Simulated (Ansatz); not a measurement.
## SiO2: quartz against stishovite under pressure

Which form of SiO2 has the lower enthalpy, and does pressure change the order? Both are relaxed at the same set pressures.

Calculated with Ansatz 0.2.0, PBEsol, PAW files of the set soft_1, cutoff 600 eV, Fermi–Dirac smearing 0.02 eV, k-mesh 7×7×5, no spin polarisation, no spin-orbit coupling.

The stishovite cell takes smearing 0.02 eV and a 7×7×10 mesh.

Near zero pressure the quartz cell (P3_221, 9 atoms) is a = 4.9503 Å, b = 4.9503 Å, c = 5.4426 Å, α = 90.00°, β = 90.00°, γ = 120.00°; the stishovite cell (P4_2/mnm, 6 atoms) is a = 4.1945 Å, b = 4.1945 Å, c = 2.6781 Å, α = 90.00°, β = 90.00°, γ = 90.00°.

```
P (GPa)  V, quartz (Å³)  V, stishovite (Å³)  ΔE (meV)  ΔH = ΔE + PΔV (meV)
     −1          39.877              23.643     200.2                301.5
      1          37.386              23.478     201.3                114.5
      2          36.449              23.398     193.4                 30.5
      4          34.955              23.243     168.8               −123.6
      6          33.759              23.095     136.4               −263.0
      8          32.752              22.951      98.9               −390.5
```

Values are for a formula unit, differences are stishovite less quartz, and 1 GPa Å³ = 6.2415 meV. **Question.** Give ΔH at 0 GPa, a row left out above, and the pressure at which the two forms cross, if they do.

Least squares with ΔH = h0 + h1 P + h2 P² gives h0 = 206.2 meV, h1 = −91.30 meV/GPa and h2 = 2.114 meV/GPa². Since dH/dP = V, the slope should equal ΔV: −14.942 Å³ × 6.2415 = −93.26 meV/GPa at 0 GPa. At 0 GPa the fit gives 206.2 meV. The run itself gives 204.4 meV, so the estimate misses by 1.8 meV; the fitted rows themselves lie up to 2.6 meV off the law.

ΔH passes through zero at 2.4 GPa, above which the stishovite form is lower. The two differ in coordination, where semilocal energies can be off by tenths of an eV a formula unit, and the crossing with them by several GPa. Coesite, not calculated here, lies between them. This compares two forms alone, at zero temperature, without vibrations or barriers; other forms may lie lower. At this level the cristobalite form lies below both at 0 GPa.

[Logs are printed without paths, hosts, clocks, repeated set-up lines and the standing remarks that a program may print on its own settings, such as how far it seeks lower states.]
